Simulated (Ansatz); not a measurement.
# GaSb (F-43m): zone-centre modes under pressure

Aim: how do the optical modes of GaSb (F-43m) move with volume?

Main program and level: Ansatz 0.2.0; DFT PBEsol, scalar-relativistic, plane waves, PAW; PAW set soft_1.

Most raw output is cut from this account.

The database entry behind the starting cell differs from later determinations by our own check (about 0.4 % long), so it need not match the best structure at ambient conditions.

### 1. The structure

It takes space group F-43m (No. 216, cubic). The conventional cell has a = 6.118 Å, b = 6.118 Å, c = 6.118 Å, α = 90.00°, β = 90.00°, γ = 90.00°. Nearest to Ga lie 4 Sb at 2.65 Å. Nearest to Sb lie 4 Ga at 2.65 Å. Farther neighbours are not listed.

### 2. Bringing the structure to rest

The cell and atoms are relaxed, since residual forces and stress would shift the frequencies.

File input.yaml:

```yaml
crystal:
  lattice:
    - [0.0, 3.059, 3.059]
    - [3.059, 0.0, 3.059]
    - [3.059, 3.059, 0.0]
  atoms:
    - { symbol: Ga, position: [0.0, 0.0, 0.0] }
    - { symbol: Sb, position: [0.75, 0.75, 0.75] }
kpoints:
  mp_grid: { grid: [12, 12, 12] }
hamiltonian:
  xc: pbesol
  pseudopotentials: { kind: paw, azcp: { folder: soft_1 }, xc_functional: pbe }
scf:
  occupations: { method: gaussian, width: 0.1 }
output:
  forces: true
  stress: true
  eigenvalues: true
relax:
  adjacent_minimum: "off"
  f_tol: 0.005
  max_steps: 80
  cell: { stress_tol: 0.05 }
```

Command:

```console
$ ansatz run input.yaml --threads 4 --pin off --max-ram 10240MiB --backend cpu --events-out ev --progress --plain --runs-dir out
```

Wall time 6.7 s (4 threads of Intel Xeon at 2.60GHz (Ice Lake), shared host); peak memory 0.51 GiB.

Relaxation path:

```tsv
step	energy less that of the first step (eV)	largest force component (eV/Å)	pressure (GPa)	volume (Å³)
1	0.0000	0.0000	-0.16	57.25
2	-0.0001	0.0000	0.05	57.02
3*	-0.0001	0.0000	0.05	57.02
```

Relaxation steps marked * repeat the geometry before them on a plane-wave basis chosen anew for their cell, so energy and pressure can jump there.

Forces are held to the 24 operations that the run works with; a distortion that breaks them can't arise in this run.

```tsv
conventional cell, symmetrised	before	after	change
a (Å)	6.118	6.110	-0.1 %
b (Å)	6.118	6.110	-0.1 %
c (Å)	6.118	6.110	-0.1 %
volume (Å³/atom)	28.62	28.51	-0.4 %
```

The relaxed structure:

```cif
data_structure
_symmetry_space_group_name_H-M 'P 1'
_symmetry_Int_Tables_number 1
_cell_length_a 4.3202
_cell_length_b 4.3202
_cell_length_c 4.3202
_cell_angle_alpha 60.000
_cell_angle_beta 60.000
_cell_angle_gamma 60.000
_cell_volume 57.02
loop_
_atom_site_label
_atom_site_type_symbol
_atom_site_fract_x
_atom_site_fract_y
_atom_site_fract_z
_atom_site_occupancy
Ga1 Ga 0.00000 0.00000 0.00000 1
Sb2 Sb 0.75000 0.75000 0.75000 1
```

This step gave:

* pressure: 0.04935 GPa
* volume per atom: 28.51 Å³
* gap on the k-mesh: 0 eV

In this step the volume went from 28.62 to 28.51 Å³/atom.

### 3. Tight relaxation

At this level the gap closes at Γ, and partly filled states there would soften the modes. So, after a tight relaxation on a Γ-centred mesh that is not shown, the volume is relaxed again on 12×12×12 points shifted off Γ, the mesh of all runs that follow.

input.yaml, the sections that differ from step 2:

```yaml
crystal:
  lattice:
    - [0.0, 3.0559941234, 3.0559941234]
    - [3.0559941234, 0.0, 3.0559941234]
    - [3.0559941234, 3.0559941234, 0.0]
  atoms:
    - { symbol: Ga, position: [0.0, 0.0, 0.0] }
    - { symbol: Sb, position: [0.75, 0.75, 0.75] }
kpoints:
  mp_grid: { grid: [12, 12, 12], shift: [0.5, 0.5, 0.5] }
scf:
  occupations: { method: gaussian, width: 0.015 }
relax:
  adjacent_minimum: "off"
  f_tol: 0.001
  max_steps: 60
  cell: { stress_tol: 0.01, fix: [shape] }
# hamiltonian, output: as in step 2
```

Wall time 13 s (4 threads); peak memory 0.6 GiB.

Little changed from the start: no atom moved by 0.005 Å and no cell edge by 0.1 %.

Numbers from this step:

* pressure: -1.37e-4 GPa
* gap on the k-mesh: 0.4024 eV
* volume per atom: 28.53 Å³

The largest force component left is 0.0083 meV/Å and the pressure is 0.000 GPa, within the tolerances set. The cell now holds 28.53 Å³/atom.

### 4. Modes at rest

Phonons follow from the second derivative of the energy, found here by linear response.

The modes at rest are the reference of the series.

input.yaml, the sections that differ from step 3:

```yaml
crystal:
  lattice:
    - [0.0, 3.0557908841, 3.0557908841]
    - [3.0557908841, 0.0, 3.0557908841]
    - [3.0557908841, 3.0557908841, 0.0]
  atoms:
    - { symbol: Ga, position: [1.60955e-05, 1.60955e-05, 1.60955e-05] }
    - { symbol: Sb, position: [0.7499839045, 0.7499839045, 0.7499839045] }
output:
  eigenvalues: true
phonons:
  method: dfpt
# kpoints, hamiltonian, scf: as in step 3
# relax: removed
```

Run time: 30 s. Hardware: 4 threads; peak memory 1.6 GiB.

Numbers from this step:

| Item | Value |
| --- | --- |
| sum-rule residual before enforcement | 2.37e-4 eV/Å² |
| highest optical mode at the zone centre (no LO-TO term) | 220.5 cm⁻¹ |
| lowest optical zone-centre mode | 220.5 cm⁻¹ |

Patterns of degenerate modes are one choice out of their space. The modes at Γ (shares of kinetic energy by element, %):

```tsv
mode	frequency (cm⁻¹)	Ga %	Sb %
1	0.0	36	64
2	0.0	36	64
3	0.0	36	64
4	220.5	64	36
5	220.5	64	36
6	220.5	64	36
```

Displacements in mode 5 (220.5 cm⁻¹), the largest set to 1:
```
Ga1 -0.62  1.00 -0.38
Sb2  0.35 -0.57  0.22
```

Before it was imposed, the acoustic sum rule was missed by 2.4e-4 eV/Å². Small misses are needed for a sound result but don't prove that mesh and cutoff are converged. The lowest optical mode is real, 220 cm⁻¹.

### 5. A member of the series: 1.06 times the volume at rest

The cell is set to 1.06 times the volume at rest, and shape and atoms relax at that volume.

input.yaml, the sections that differ from step 4:

```yaml
crystal:
  lattice:
    - [-0.0006528025, 3.115397201, 3.115397201]
    - [3.115397201, -0.0006528025, 3.115397201]
    - [3.115397201, 3.115397201, -0.0006528025]
  atoms:
    - { symbol: Ga, position: [4.12973e-05, 4.12973e-05, 4.12973e-05] }
    - { symbol: Sb, position: [0.7499587027, 0.7499587027, 0.7499587027] }
output:
  forces: true
  stress: true
  eigenvalues: true
relax:
  adjacent_minimum: "off"
  f_tol: 0.001
  max_steps: 60
  cell: { stress_tol: 0.01, fix: [volume] }
# kpoints, hamiltonian, scf: as in step 4
# phonons: removed
```

It took 8.4 s on 4 threads; peak memory 0.6 GiB; 32 s of CPU time.

Little changed from the start: no atom moved by 0.005 Å and no cell edge by 0.1 %.

Numbers from this step:

```
pressure          : -2.618 GPa
gap on the k-mesh : 0.2808 eV
volume per atom   : 30.25 Å³
```

The largest force component left is 0.15 meV/Å, at a pressure of -2.62 GPa.

### 6. Zone-centre modes of the member: 1.06 times the volume at rest

The zone-centre modes follow for 1.06 times the volume at rest.

Edit input.yaml of step 5 so:

```diff
@@ -16,9 +16,4 @@
 output:
-  forces: true
-  stress: true
   eigenvalues: true
-relax:
-  adjacent_minimum: "off"
-  f_tol: 0.001
-  max_steps: 60
-  cell: { stress_tol: 0.01, fix: [volume] }
+phonons:
+  method: dfpt
```

It took 30 s on 4 threads; peak memory 1.7 GiB; 1.9 min of CPU time.

This step gave:

```yaml
sum_rule_residual_before_enforcement: 1.80e-4 eV/Å²
highest_optical_mode_at_the_zone_centre_no_lo_to_term: 204.9 cm⁻¹
lowest_optical_zone_centre_mode: 204.6 cm⁻¹
```

Patterns of degenerate modes are one choice out of their space. Modes at Γ, with each element's share of the kinetic energy:

```tsv
mode	frequency (cm⁻¹)	Ga %	Sb %
1	0.0	36	64
2	0.0	36	64
3	0.0	36	64
4	204.6	64	36
5	204.6	64	36
6	204.9	64	36
```

Without the LO-TO term the lowest optical mode is real, 205 cm⁻¹, and the highest lies at 204.9 cm⁻¹.

For the highest optical mode at the zone centre (no LO-TO term), step 4 gave 221 cm⁻¹; this run, with volume ratio 1.06, gives 205 cm⁻¹ (-7 %).

### 7. A member of the series: 0.9 times the volume at rest

The cell is set to 0.9 times the volume at rest, and shape and atoms relax at that volume.

input.yaml, the sections that differ from step 6:

```yaml
crystal:
  lattice:
    - [-0.0004403326, 2.9501135103, 2.9501135103]
    - [2.9501135103, -0.0004403326, 2.9501135103]
    - [2.9501135103, 2.9501135103, -0.0004403326]
  atoms:
    - { symbol: Ga, position: [2.51196e-05, 2.51196e-05, 2.51196e-05] }
    - { symbol: Sb, position: [0.7499748804, 0.7499748804, 0.7499748804] }
output:
  forces: true
  stress: true
  eigenvalues: true
relax:
  adjacent_minimum: "off"
  f_tol: 0.001
  max_steps: 60
  cell: { stress_tol: 0.01, fix: [volume] }
# kpoints, hamiltonian, scf: as in step 6
# phonons: removed
```

The job ended after 7 s (4 threads; peak memory 0.57 GiB).

Little changed from the start: no atom moved by 0.005 Å and no cell edge by 0.1 %.

This step gave:

* pressure: 6.996 GPa
* gap on the k-mesh: 0.6421 eV
* volume per atom: 25.68 Å³

The largest force component left is 0.69 meV/Å, at a pressure of 7.00 GPa.

### 8. Zone-centre modes of the member: 0.9 times the volume at rest

The zone-centre modes follow for 0.9 times the volume at rest.

Edit input.yaml of step 7 so:

```diff
@@ -16,9 +16,4 @@
 output:
-  forces: true
-  stress: true
   eigenvalues: true
-relax:
-  adjacent_minimum: "off"
-  f_tol: 0.001
-  max_steps: 60
-  cell: { stress_tol: 0.01, fix: [volume] }
+phonons:
+  method: dfpt
```

The job ended after 26 s (4 threads; peak memory 1.5 GiB).

This step gave:

```yaml
sum_rule_residual_before_enforcement: 4.02e-5 eV/Å²
highest_optical_mode_at_the_zone_centre_no_lo_to_term: 250.7 cm⁻¹
lowest_optical_zone_centre_mode: 250.6 cm⁻¹
```

Patterns of degenerate modes are one choice out of their space. Modes at Γ, with each element's share of the kinetic energy:

```tsv
mode	frequency (cm⁻¹)	Ga %	Sb %
1	0.0	36	64
2	0.0	36	64
3	0.0	36	64
4	250.6	64	36
5	250.7	64	36
6	250.7	64	36
```

Without the LO-TO term the lowest optical mode is real, 251 cm⁻¹, and the highest lies at 250.7 cm⁻¹.

Between step 4 and this run (volume ratio 0.9) the value for the highest optical mode at the zone centre (no LO-TO term) moves from 221 cm⁻¹ to 251 cm⁻¹ (+14 %).

### 9. All members side by side

The members are set side by side, also those not shown above.

Each row is one cell with its response, relaxed at fixed volume as far as symmetry leaves anything free; energies are extrapolated to zero smearing, and E0 is that at rest; shape and atoms are relaxed in each cell where symmetry leaves them free; all runs use 12×12×12 k points and Gaussian smearing of 0.015 eV. State of the crystal along the series:

```tsv
volume ratio	V (Å³/atom)	pressure (GPa)	E - E0 (meV/atom)
0.9	25.68	6.996	56.33
0.92	26.25	5.256	34.57
0.94	26.82	3.706	18.66
0.96	27.39	2.325	7.966
0.98	27.96	1.096	1.915
0.99	28.25	0.5319	0.4697
1	28.54	-1.37e-4	0
1.02	29.11	-0.976	1.772
1.04	29.68	-1.845	6.825
1.06	30.25	-2.618	14.8
```

Each mode is tracked from rest by its pattern, and modes that stay within 0.3 cm⁻¹ of each other stand once; shape and atoms are relaxed in each cell where symmetry leaves them free; all runs use 12×12×12 k points and Gaussian smearing of 0.015 eV. Optical modes along the series:

```tsv
V (Å³/atom)	mode 4 (cm⁻¹)
25.68	250.7
26.25	244.2
26.82	237.9
27.39	231.9
27.96	226.1
28.25	223.2
28.54	220.5
29.11	215.1
29.68	209.8
30.25	204.6
```

From cubic fits (parabolas where under five rows exist) of ln ω and P against ln V through the rows within about 4 % of rest: γ = −d ln ω / d ln V and dω/dP = γ ω / B. Slopes at rest:

```tsv
mode	fitted frequency at rest (cm⁻¹)	Grüneisen parameter γ	dω/dP (cm⁻¹/GPa)
mode 4	220.5	1.25	5.33
```

### 10. Summary of results

```yaml
members: 10
highest_optical_mode_at_the_zone_centre_no_lo_to_term_at_rest: 220.5 cm⁻¹
bulk_modulus_at_rest: 51.7 GPa
mode_4_gamma: 1.25
```

What this shows: The series spans -2.6 to 7.0 GPa, and the slope at rest gives a bulk modulus of 52 GPa. The optical mode has γ = 1.25 and moves by 5.3 cm⁻¹ for each GPa. One k mesh and one cutoff serve the ground states and modes of all volumes. These are harmonic frequencies at zero temperature: anharmonic shifts, linewidths and thermal expansion are left out. Spin-orbit coupling is left out, which can matter for the heavy elements here. The PAW files were made for PBE; the program adapts parts of them to the functional of the run, but their partial waves stay those of PBE, an approximation that was not tested in this session. Only the zone centre was solved, so an instability at another wavevector cannot show here. The k mesh is shifted off Γ, so the gap on the mesh misses a band edge that lies there. The shift also lowers the symmetry that the program can use, which splits degenerate modes slightly; labels are left out.

[Logs are printed without paths, hosts, clocks, repeated set-up lines and the standing remarks that a program may print on its own settings, such as how far it seeks lower states.]

[Hosts, paths, dates, database ids (printed as entryN), source tags and the programs' standing remarks are cut or masked in the printed files.]
